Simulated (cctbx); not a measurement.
## Symmetry from intensities

Cell: a = 4.5530 Å, b = 8.0220 Å, c = 14.6900 Å, α = 90.00°, β = 90.00°, γ = 90.00°. Expected content of the cell: Nd2 Ga16 K2 Li4.

Simulated single-crystal data (cctbx): Mo Kα, λ = 0.71073 Å, to d = 0.8 Å, 80 % of the full sphere, strongest reflection 40000 counts, noise from counting, a 3 % proportional error and a noise floor of 4 counts (s.d.); no absorption.

Tests on the unmerged data give:

```text
3486 reflections to d = 0.801 A
centring   violations  <I/sigma> of those
    A        790 of  1767      8.5
    B        790 of  1722      8.7
    C          0 of  1763     -0.0
    I        799 of  1734      7.7
    R       1045 of  2329      8.6
    F        790 of  2626      5.7
Laue class    unique    Rint  (classes that these axes allow; Friedel mates merged)
C 1 2/m 1         582   0.024
C 2/m 1 1         610   0.024
C m m m           341   0.026
space group    extra absences  I>4sigma  <I/sigma>
C 2 2 2                 0          0         -  acentric
C m m 2                 0          0         -  acentric
C 2 m m                 0          0         -  acentric
C m 2 m                 0          0         -  acentric
C m m m                 0          0         -  centric
Wilson B = 1.35 A^2   <|E^2-1|> = 0.919 (0.968 centric, 0.736 acentric)   E^2>4: 3.5 %
shell (A)         n   <I/sigma>
14.69 - 1.60     53     37.3
 1.60 - 1.27     47     37.8
 1.27 - 1.11     36     37.5
 1.11 - 1.01     48     42.3
 1.01 - 0.94     40     32.0
 0.94 - 0.88     38     26.8
 0.88 - 0.84     48     31.0
 0.84 - 0.80     31     36.6
```

Q: Read the symmetry from these tables.

The reflections that C centring forbids are absent (⟨I/σ⟩ near 0), so the lattice is C.

Rint stays low (0.024 to 0.026) up to C m m m, the highest class in these axes.

5 settings pass the absence test. No glide or screw absences show, which leaves C 2 2 2, C m m 2, C 2 m m, C m 2 m and C m m m.

⟨|E²−1|⟩ = 0.919 leans to a centrosymmetric structure. The Wilson B of 1.35 Å² means U ≈ 0.0171 Å².

The true group is Cmmm (no. 65), Laue class mmm, centrosymmetric. The tables only narrow the choice to the tied entries; cell content, site symmetry and trial solutions must settle it.

The model is made up (kin elements in a known structure type, no relaxation), so it says nothing on whether the phase exists.

[Logs are printed without paths, hosts, clocks, repeated set-up lines and the standing remarks that a program may print on its own settings, such as how far it seeks lower states.]
